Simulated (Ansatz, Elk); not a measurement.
## How far do independent atoms describe Ca2MnS4?

Structure refinements treat a crystal as free atoms side by side. For a made-up structure of Ca2MnS4 (cell and positions from a PBEsol relaxation) the runs below show what the calculated density changes in F(hkl).

Method: DFT, PBE, all-electron APW+lo, Dirac cores, scalar-relativistic bands, static density, ferromagnetic start, in Elk 11.2.3 (patched build).

The structure was built from a prototype and need not be the compound's stable phase.

### Step 1. Starting point

It takes space group I4/mmm (No. 139, tetragonal). Conventional cell: a = 4.491 Å, b = 4.491 Å, c = 14.027 Å, α = 90.00°, β = 90.00°, γ = 90.00°. Nearest to Mn lie 6 S at 2.25 to 2.35 Å. Ca has 9 S at 2.71 to 3.20 Å nearest. S has 1 Mn at 2.35 Å and 5 Ca at 2.71 to 3.20 Å nearest. S has 2 Mn at 2.25 Å and 4 Ca at 2.98 Å nearest. Farther neighbours and most contacts between anions are not listed.

### Step 2. Ground state and structure factors

An all-electron density is needed, since X-rays see the cores too. Task 0 finds the density and task 195 Fourier-transforms it; tshift is off so that phases refer to the origin typed.

File elk.in:

```
tasks
  0
  195
  196

xctype
  20

spinpol
  .true.

rgkmax
  7.0

gmaxvr
  14.0

lmaxo
  7

lmaxapw
  8

swidth
  0.002

tshift
  .false.

ramdisk
  .false.

hmaxvr
  5.5

maxscl
  120

epspot
  1e-06

reducebf
  0.8

sppath
  './'

avec
  -4.24324953568 4.24324953568 13.25313962109
  4.24324953568 -4.24324953568 13.25313962109
  4.24324953568 4.24324953568 -13.25313962109

atoms
  3
  'Mn.in'
  1
  -0.0000000000 -0.0000000000 0.0000000000   0.000000 0.000000 -0.135000
  'Ca.in'
  2
  0.6392090399 0.6392090399 -0.0000000000   0.000000 0.000000 0.000000
  0.3607909601 0.3607909601 -0.0000000000   0.000000 0.000000 0.000000
  'S.in'
  4
  0.8327365662 0.8327365662 -0.0000000000   0.000000 0.000000 0.000000
  0.1672634338 0.1672634338 -0.0000000000   0.000000 0.000000 0.000000
  0.5000000000 -0.0000000000 0.5000000000   0.000000 0.000000 0.000000
  -0.0000000000 0.5000000000 0.5000000000   0.000000 0.000000 0.000000

ngridk
  6 6 6
```

Run with:

```
> OMP_NUM_THREADS=4 elk
```

Numbers of over 12 decimals in the logs are rounded to 6 here.

Output:

```text
┌─────────────────────────┐
│ Elk code version 11.2.3 │
└─────────────────────────┘

All units are atomic (Hartree, Bohr, etc.)

┌─────────────────────────────────────────────────┐
│ Ground-state run starting from atomic densities │
└─────────────────────────────────────────────────┘

Lattice vectors :
  -4.243249536       4.243249536       13.25313962
   4.243249536      -4.243249536       13.25313962
   4.243249536       4.243249536      -13.25313962

Reciprocal lattice vectors :
  0.9229978354E-17  0.7403742408      0.2370451639
  0.7403742408      0.9229978354E-17  0.2370451639
  0.7403742408      0.7403742408      0.6730340198E-17

Unit cell volume      :    954.4999486
Brillouin zone volume :   0.2598745173

Muffin-tin inner radius fraction :   0.1000000000E-01

Nuclei treated as point charges

Species : 1 (Mn)
 parameters loaded from : Mn.in
 name : manganese
 nuclear charge    :   -25.00000000
 electronic charge :    25.00000000
 atomic mass :    100145.9370
 muffin-tin radius :    2.187782366
 number of radial points in muffin-tin :    993
 inner part over the whole radius :   0.9914634217E-02
 number on inner part of muffin-tin    :    698
 approximate nuclear radius :   0.7074591925E-04
 number of mesh points to nuclear radius :    332
 atomic positions (lattice), magnetic fields (Cartesian) :
  1 :   0.00000000  0.00000000  0.00000000    0.00000000  0.00000000 -0.13500000

Species : 2 (Ca)
 parameters loaded from : Ca.in
 name : calcium
 nuclear charge    :   -20.00000000
 electronic charge :    20.00000000
 atomic mass :    73057.72475
 muffin-tin radius :    2.400000000
 number of radial points in muffin-tin :    993
 inner part over the whole radius :   0.9970789793E-02
 number on inner part of muffin-tin    :    698
 approximate nuclear radius :   0.6614485811E-04
 number of mesh points to nuclear radius :    321
 atomic positions (lattice), magnetic fields (Cartesian) :
  1 :  -0.36079096 -0.36079096  0.00000000    0.00000000  0.00000000  0.00000000
  2 :   0.36079096  0.36079096  0.00000000    0.00000000  0.00000000  0.00000000

Species : 3 (S)
 parameters loaded from : S.in
 name : sulphur
 nuclear charge    :   -16.00000000
 electronic charge :    16.00000000
 atomic mass :    58450.91931
 muffin-tin radius :    2.005467169
 number of radial points in muffin-tin :    793
 inner part over the whole radius :   0.9977379682E-02
 number on inner part of muffin-tin    :    553
 approximate nuclear radius :   0.6195814986E-04
 number of mesh points to nuclear radius :    252
 atomic positions (lattice), magnetic fields (Cartesian) :
  1 :  -0.16726343 -0.16726343  0.00000000    0.00000000  0.00000000  0.00000000
  2 :   0.16726343  0.16726343  0.00000000    0.00000000  0.00000000  0.00000000
  3 :   0.50000000  0.00000000  0.50000000    0.00000000  0.00000000  0.00000000
  4 :   0.00000000  0.50000000  0.50000000    0.00000000  0.00000000  0.00000000

Total number of atoms per unit cell :    7
Total muffin-tin volume :    294.8184710
 ratio of muffin-tin to unit cell volume :   0.3088721706

Spin treatment :
 spin-polarised
 global magnetic field (Cartesian) :    0.000000000       0.000000000       0.000000000
 collinear magnetisation in z-direction

Number of Bravais lattice symmetries :   16
Number of crystal symmetries         :   16
Crystal has inversion symmetry
Real symmetric eigensolver will be used

k-point grid :      6     6     6
k-point offset :    0.000000000       0.000000000       0.000000000
k-point set is reduced with full crystal symmetry group
Total number of k-points :       30

Muffin-tin radius times maximum |G+k| :    7.000000000
 using average radius
Maximum |G+k| for APW functions       :    3.264566235
Maximum (1/2)|G+k|²                   :    5.328696352
Maximum |G| for potential and density :    14.00000000
Constant for pseudocharge density :    8
 order of it for each species :   15  15  15
 order of it for pair densities of each species (exact exchange by exxq0 0: 16) :   10  12   8
[...]
Absolute change in total energy (target)   :    4.800288684     (  0.1000000000E-03)

[... loops 3 to 17 left out ...]

┌──────────────────┐
│ Loop number : 18 │
└──────────────────┘

Energies :
 Fermi                       :     0.189622
 sum of occupied eigenvalues :     -2357.9540835095
 electron kinetic            :      4148.7038017571
 core electron kinetic       :      3886.2738921505
 Coulomb                     :     -8037.7929766167
 Coulomb potential           :     -6212.2410266864
 nuclear-nuclear             :     -609.16834721039
 electron-nuclear            :     -8659.5621242748
 Hartree                     :      1230.9374948685
 Madelung                    :     -4931.6724632735
 xc potential                :     -294.24034086771
 xc effective B-field        :    -0.176490
 external B-field            :      0.000000
 exchange                    :     -222.12711529810
 correlation                 :     -5.320864
 electron entropic           :    -0.89089009925137E-03
 total energy                :     -4116.5380446174
 (external B-field energy excluded from total)

Density of states at Fermi energy :    67.24493026
 (states/Hartree/unit cell)

Estimated indirect band gap :   0.2827099769E-03
 from k-point 26 to k-point 10
Estimated direct band gap   :   0.1065115579E-02
 at k-point 26

Charges :
 core                        :    70.00000000
 valence                     :    59.00000000
 interstitial                :    13.43737176
 muffin-tins (core leakage)
  species : 1 (Mn)
[...]
species : 2 (Ca)
[...]
species : 3 (S)
[...]
total in muffin-tins        :    115.5626282
 total calculated charge     :    128.9980929
 total charge                :    129.0000000
 error                       :   0.1907094946E-02

Moments :
 interstitial                :   0.2865638303
 muffin-tins
  species : 1 (Mn)
[...]
species : 2 (Ca)
[...]
species : 3 (S)
[...]
total in muffin-tins        :    2.991867388
 total moment                :    3.278431218

RMS change in Kohn-Sham potential (target) :   0.8475754158E-06 (  0.1000000000E-05)
Absolute change in total energy (target)   :   0.7517747690E-05 (  0.1000000000E-03)

Convergence targets achieved

┌──────────────────┐
│ Loop number : 19 │
└──────────────────┘

Energies :
 Fermi                       :     0.189622
 sum of occupied eigenvalues :     -2357.9540902639
 electron kinetic            :      4148.7037924093
 core electron kinetic       :      3886.2738877939
 Coulomb                     :     -8037.7929751237
 Coulomb potential           :     -6212.2410349485
 nuclear-nuclear             :     -609.16834721039
 electron-nuclear            :     -8659.5621133268
 Hartree                     :      1230.9374854135
 Madelung                    :     -4931.6724576494
 xc potential                :     -294.24033936322
 xc effective B-field        :    -0.176484
 external B-field            :      0.000000
 exchange                    :     -222.12711111403
 correlation                 :     -5.320864
 electron entropic           :    -0.89091381630270E-03
 total energy                :     -4116.5380487203
 (external B-field energy excluded from total)

Density of states at Fermi energy :    67.24760147
 (states/Hartree/unit cell)

Estimated indirect band gap :   0.2811177089E-03
 from k-point 26 to k-point 10
Estimated direct band gap   :   0.1063591960E-02
 at k-point 26

Charges :
 core                        :    70.00000000
 valence                     :    59.00000000
 interstitial                :    13.43737224
 muffin-tins (core leakage)
  species : 1 (Mn)
[...]
species : 2 (Ca)
[...]
species : 3 (S)
[...]
atom 2                    :    13.91361877     (  0.2563425361E-03)
   atom 3                    :    14.00925240     (  0.2597445246E-03)
   atom 4                    :    14.00925240     (  0.2597445246E-03)
 total in muffin-tins        :    115.5626278
 total calculated charge     :    128.9980929
 total charge                :    129.0000000
 error                       :   0.1907092401E-02

Moments :
 interstitial                :   0.2865708160
 muffin-tins
  species : 1 (Mn)
[...]
species : 2 (Ca)
[...]
species : 3 (S)
[...]
atom 2                    :   0.1335735824E-01
   atom 3                    :   0.3847345581E-01
   atom 4                    :   0.3847345581E-01
 total in muffin-tins        :    2.991804063
 total moment                :    3.278374879

┌──────────────────────────────┐
│ Self-consistent loop stopped │
└──────────────────────────────┘

Warning : core states of species 3 leak from the muffin-tin :   0.2597445246E-03

Wrote STATE.OUT
```

Run time: 7.3 min. Hardware: 4 threads of Arm Neoverse V1, shared host; peak memory 0.58 GiB.

SFACRHO.OUT:

```text

h k l indices transformed by vhmat matrix:
   1.000000000       0.000000000       0.000000000    
   0.000000000       1.000000000       0.000000000    
   0.000000000       0.000000000       1.000000000    

      h      k      l  multipl.   |H|            Re(F)            Im(F)           |F|

      0      0      0      1   0.0000000       129.00000     -0.47657371E-16   129.00000    
      1      1     -1      2  0.47409033       32.028100     -0.32599567E-14   32.028100    
     -1      0      1      8  0.77739593       14.181266     -0.30658628E-15   14.181266    
      2      2     -2      2  0.94818066       4.3895157     -0.65382122E-14   4.3895157    
      2      1     -2      8   1.0265806       22.550107     -0.62812989E-14   22.550107    
      1     -1      0      4   1.0470473       51.708878      0.39031169E-15   51.708878    
     -2      0      1      8   1.1493779      -21.734896      0.34341759E-14   21.734896    
      3      2     -3      8   1.3974671       39.249449      0.37358296E-14   39.249449    
     -3     -1      2      8   1.4125702      -40.034355      0.51054249E-14   40.034355    
     -3     -3      3      2   1.4222710       75.856466     -0.92660312E-14   75.856466    
     -1      1     -1      4   1.4807485       87.941314      0.24418502E-14   87.941314    
      2      0     -2      8   1.5547919       23.256921     -0.84791018E-15   23.256921    
     -1      0     -1     16   1.6724116       10.438357     -0.47092070E-15   10.438357    
     -1     -3      1      8   1.7583124       3.0278561      0.22884320E-14   3.0278561    
     -2     -4      3      8   1.7661152       29.564756     -0.83801118E-14   29.564756    
      3      0     -1     16   1.8018001       19.328663     -0.77860952E-14   19.328663    
     -4     -3      3      8   1.8169986       1.0578562     -0.61260183E-14   1.0578562    
      4      4     -4      2   1.8963613       43.172998     -0.10692864E-13   43.172998
```

Elk indexes on the primitive cell of elk.in and gives |H| = 4π sin θ/λ in inverse bohr. Below, one row stands for each form hkl of the conventional cell (m members, Friedel mates merged), F is for one primitive cell and the density is static (no thermal factor). Free-atom factors are Waasmaier and Kirfel's, and R is Σm||F|−|F'||/Σm|F|.

```csv
hkl,m,sin θ/λ (Å⁻¹),"abs F, DFT",neutral atoms,diff.
002,2,0.071,32.028,31.915,+0.113
101,8,0.117,14.181,14.046,+0.135
004,2,0.143,4.389,4.301,+0.088
103,8,0.154,22.550,22.819,-0.269
110,4,0.158,51.709,51.500,+0.209
112,8,0.173,21.735,21.190,+0.545
105,8,0.210,39.249,39.198,+0.051
114,8,0.212,40.034,39.644,+0.391
006,2,0.214,75.856,75.759,+0.097
200,4,0.223,87.941,87.771,+0.170
202,8,0.234,23.257,23.280,-0.023
211,16,0.252,10.438,10.579,-0.140
204,8,0.264,3.028,3.212,-0.184
116,8,0.266,29.565,29.685,-0.120
213,16,0.271,19.329,19.246,+0.082
107,8,0.273,1.058,1.263,-0.205
008,2,0.285,43.173,43.289,-0.116
215,16,0.306,32.357,32.539,-0.182
```

### Step 3. The magnetisation density

The same run holds the spin density, and task 196 transforms it. The order is that of the start, and no other was tried.

SFACMAG_1.OUT:

```text

h k l indices transformed by vhmat matrix:
   1.000000000       0.000000000       0.000000000    
   0.000000000       1.000000000       0.000000000    
   0.000000000       0.000000000       1.000000000    

      h      k      l  multipl.   |H|            Re(F)            Im(F)           |F|

      0      0      0      1   0.0000000       3.2783750      0.78840306E-18   3.2783750    
      1      1     -1      2  0.47409033       2.8875699     -0.31333849E-16   2.8875699    
     -1      0      1      8  0.77739593       2.5108513      0.20100542E-16   2.5108513    
      2      2     -2      2  0.94818066       2.4154934     -0.94721980E-17   2.4154934    
      2      1     -2      8   1.0265806       2.2599170     -0.24377026E-16   2.2599170    
      1     -1      0      4   1.0470473       2.2030999     -0.24367928E-17   2.2030999    
     -2      0      1      8   1.1493779       2.1481101      0.21492892E-16   2.1481101    
      3      2     -3      8   1.3974671       1.9525426      0.28850309E-16   1.9525426    
     -3     -1      2      8   1.4125702       1.9105170     -0.12032286E-17   1.9105170    
     -3     -3      3      2   1.4222710       1.9365189     -0.49286016E-16   1.9365189    
     -1      1     -1      4   1.4807485       1.8295390      0.16212665E-16   1.8295390    
      2      0     -2      8   1.5547919       1.7837465      0.13146262E-16   1.7837465    
     -1      0     -1     16   1.6724116       1.6304339     -0.30721533E-17   1.6304339    
     -1     -3      1      8   1.7583124       1.5064592      0.78231649E-17   1.5064592    
     -2     -4      3      8   1.7661152       1.5926185     -0.24664646E-16   1.5926185    
      3      0     -1     16   1.8018001       1.5306252     -0.13282214E-16   1.5306252
```

The total moment is 3.28 μB a cell; sphere moments: Mn1 +2.87, Ca2 +0.01, Ca3 +0.01, S4 +0.01, S5 +0.01, S6 +0.04, S7 +0.04 μB. Polarised neutrons measure spin and orbital magnetisation together; without spin-orbit coupling the run gives the spin part:

| hkl | sin θ/λ (Å⁻¹) | abs F_M (μB) |
| --- | --- | --- |
| 002 | 0.071 | 2.888 |
| 101 | 0.117 | 2.511 |
| 004 | 0.143 | 2.416 |
| 103 | 0.154 | 2.260 |
| 110 | 0.158 | 2.203 |
| 112 | 0.173 | 2.148 |
| 105 | 0.210 | 1.952 |
| 114 | 0.212 | 1.911 |
| 006 | 0.214 | 1.937 |
| 200 | 0.223 | 1.829 |
| 202 | 0.234 | 1.784 |
| 211 | 0.252 | 1.630 |
| 204 | 0.264 | 1.506 |
| 116 | 0.266 | 1.593 |

### Step 4. The highest occupied states alone

An energy window below the Fermi level keeps the highest occupied states, to see at which angles they scatter; shallow core shells can lie inside it and anion s states outside. No new self-consistency is needed.

elk.in: that of step 2 with these lines changed.

```diff
@@ -1,5 +1,3 @@
 tasks
-  0
   195
-  196
 
@@ -44,2 +42,5 @@
 
+wsfac
+  -0.177870 0.489620
+
 sppath
```

Run with:

```
> OMP_NUM_THREADS=4 elk
```

Output:

```text
┌─────────────────────────────────┐
│ Elk code version 11.2.3 started │
└─────────────────────────────────┘

Info(readinput): the functional depends on the density's gradient
 muffin-tin radial points multiplied by    2.00000
 (not where nrmtscf is given)

┌────────────────────┐
│ Current task : 195 │
└────────────────────┘
Info(checkmt): changed muffin-tin radius of species 1 (Mn) from   2.4000 to   2.1878
Info(checkmt): changed muffin-tin radius of species 3 (S) from   2.2000 to   2.0055

Info(sfacrho): density structure factors written to SFACRHO.OUT

 Energy window :  -0.1778700000      0.4896200000

┌──────────────────┐
│ Elk code stopped │
└──────────────────┘
```

Elapsed: 22 s, on 4 threads; peak memory 0.34 GiB.

States within 10 eV below the Fermi level hold 27.00 electrons; any levels below the window count with the cores. Their amplitudes can exceed the total, where window and core parts have opposite phase:

```
hkl  sin θ/λ (Å⁻¹)  abs F, window  abs F, all
002          0.071          8.733      32.028
101          0.117          6.896      14.181
004          0.143          6.268       4.389
103          0.154          0.022      22.550
110          0.158          3.863      51.709
112          0.173          1.445      21.735
105          0.210          4.009      39.249
114          0.212          0.134      40.034
006          0.214          6.354      75.856
200          0.223          5.835      87.941
```

(Continued in part 2 of 2.)

[Logs are printed without paths, hosts, clocks, repeated set-up lines and the standing remarks that a program may print on its own settings, such as how far it seeks lower states.]

[Hosts, paths, dates, database ids (printed as entryN), source tags and the programs' standing remarks are cut or masked in the printed files.]
